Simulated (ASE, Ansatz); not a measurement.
# MgS(100) slab (72 atoms): atom by atom

The starting structure: Rock-salt MgS (a = 5.2 Å), (100) slab of 4 repeat layers, 3 x 3 surface cells, 14 Å of vacuum; not relaxed, displaced by a Gaussian of 0.02 Å.

Geometry: the frame at 244 fs of a trajectory (instantaneous temperature 174 K). Computed with Ansatz 0.2.0: Kohn-Sham DFT, LDA, PAW (set soft_2), plane waves; cutoff 420 eV, Γ point, fermi-dirac smearing of 0.05 eV.

Extended XYZ; positions in Å, forces in eV/Å:

```xyz
72
Lattice="11.031 0.000 0.000 0.000 11.031 0.000 0.000 0.000 21.800" Properties=species:S:1:pos:R:3:forces:R:3 pbc="T T T"
Mg 0.036 11.015 7.180 -0.216 0.178 -0.225
S 1.947 1.863 6.949 -0.101 -0.115 -0.394
Mg 1.977 1.969 9.335 -0.342 -0.591 0.936
S 0.052 3.648 9.740 0.093 0.050 -0.250
Mg 0.039 11.023 12.150 -0.254 -0.039 0.368
S 1.786 1.838 12.118 0.497 0.150 -0.272
Mg 1.813 1.758 14.494 -0.100 0.029 0.974
S 0.004 3.710 15.013 0.275 -0.305 -0.669
Mg 0.139 3.679 7.300 -0.346 0.082 -0.399
S 1.851 5.539 7.014 -0.007 0.050 0.213
Mg 1.855 5.481 9.537 -0.072 0.015 0.159
S 10.916 7.310 9.678 0.463 0.422 0.303
Mg 10.929 3.633 12.317 0.437 0.165 0.100
S 1.887 5.509 12.162 0.170 -0.274 0.044
Mg 2.000 5.397 14.671 -0.459 0.309 0.126
S 0.045 7.224 14.889 0.024 0.526 -0.628
Mg 10.999 7.330 7.303 0.025 -0.033 -0.709
S 1.843 9.239 6.908 -0.207 -0.135 0.216
Mg 1.859 9.044 9.437 -0.305 0.666 0.487
S 0.142 0.019 9.616 -0.252 -0.156 -0.065
Mg 0.030 7.311 12.346 -0.036 0.002 -0.184
S 1.888 9.224 12.119 -0.162 -0.220 -0.064
Mg 1.772 9.217 14.533 0.087 -0.079 0.661
S 10.989 10.997 14.845 0.036 -0.105 -0.572
Mg 3.726 11.007 7.176 -0.110 0.144 -0.019
S 5.587 1.753 6.759 0.180 0.030 0.447
Mg 5.486 1.848 9.315 0.371 -0.316 0.458
S 3.775 3.627 9.521 0.219 0.541 0.722
Mg 3.663 0.046 12.427 0.005 -0.116 -0.245
S 5.530 1.818 12.147 -0.174 0.343 0.006
Mg 5.602 1.833 14.602 -0.165 0.022 0.449
S 3.696 3.603 14.996 0.237 -0.013 -0.781
Mg 3.827 3.535 7.144 -0.217 0.371 -0.588
S 5.511 5.479 6.827 -0.010 -0.264 0.298
Mg 5.658 5.482 9.285 -0.515 -0.049 0.927
S 3.584 7.346 9.730 0.605 -0.181 -0.247
Mg 3.667 3.608 12.402 0.074 0.144 -0.260
S 5.609 5.596 12.127 -0.326 -0.546 -0.232
Mg 5.472 5.514 14.548 0.236 -0.013 0.516
S 3.738 7.291 15.004 -0.042 0.161 -0.751
Mg 3.570 7.487 7.267 -0.028 -0.631 -0.267
S 5.438 9.110 6.952 0.256 0.096 0.050
Mg 5.468 9.183 9.405 0.053 0.087 0.824
S 3.784 0.024 9.639 -0.282 -0.101 -0.032
Mg 3.686 7.307 12.395 0.006 0.127 -0.086
S 5.437 9.230 12.131 0.333 -0.118 0.069
Mg 5.588 9.270 14.581 -0.279 -0.241 0.585
S 3.641 0.004 15.086 0.042 -0.106 -1.047
Mg 7.419 10.874 7.242 -0.272 0.657 -0.389
S 9.319 1.921 6.938 -0.014 -0.039 0.239
Mg 9.239 1.817 9.437 0.291 0.087 0.289
S 7.474 3.681 9.618 -0.581 -0.027 0.480
Mg 7.256 11.025 12.430 0.456 0.042 -0.345
S 9.214 1.847 12.253 -0.255 -0.256 -0.537
Mg 9.259 1.920 14.671 0.044 -0.298 0.270
S 7.448 3.713 14.858 -0.538 -0.159 -0.318
Mg 7.391 3.665 7.273 0.295 -0.112 -1.093
S 9.192 5.645 6.936 -0.234 -0.374 0.134
Mg 9.099 5.565 9.393 0.537 -0.136 0.491
S 7.370 7.353 9.622 -0.514 0.361 0.508
Mg 7.421 3.652 12.308 -0.081 0.130 -0.109
S 9.266 5.465 12.064 -0.355 0.372 0.194
Mg 9.215 5.438 14.574 0.155 0.294 0.175
S 7.429 7.337 14.952 -0.168 0.199 -0.744
Mg 7.152 7.243 7.286 0.713 0.281 -1.028
S 9.128 9.262 6.821 0.492 -0.209 0.566
Mg 9.216 9.299 9.409 0.026 -0.126 0.258
S 7.398 0.138 9.649 -0.136 -0.517 0.061
Mg 7.323 7.375 12.354 0.270 0.051 -0.160
S 9.165 9.274 12.022 -0.123 -0.390 0.355
Mg 9.192 9.057 14.513 0.273 0.302 0.337
S 7.332 0.026 14.989 0.000 -0.095 -0.585
```

Only the Γ point is sampled, in a cell whose shortest periodic width is 11 Å.

The r.m.s. force component is 0.361 eV/Å; the longest force, 1.28 eV/Å, acts on Mg65. The energy lies 16.1 meV/atom above that of the first step of this run.

[Logs are printed without paths, hosts, clocks, repeated set-up lines and the standing remarks that a program may print on its own settings, such as how far it seeks lower states.]

[Hosts, paths, dates, database ids (printed as entryN), source tags and the programs' standing remarks are cut or masked in the printed files.]
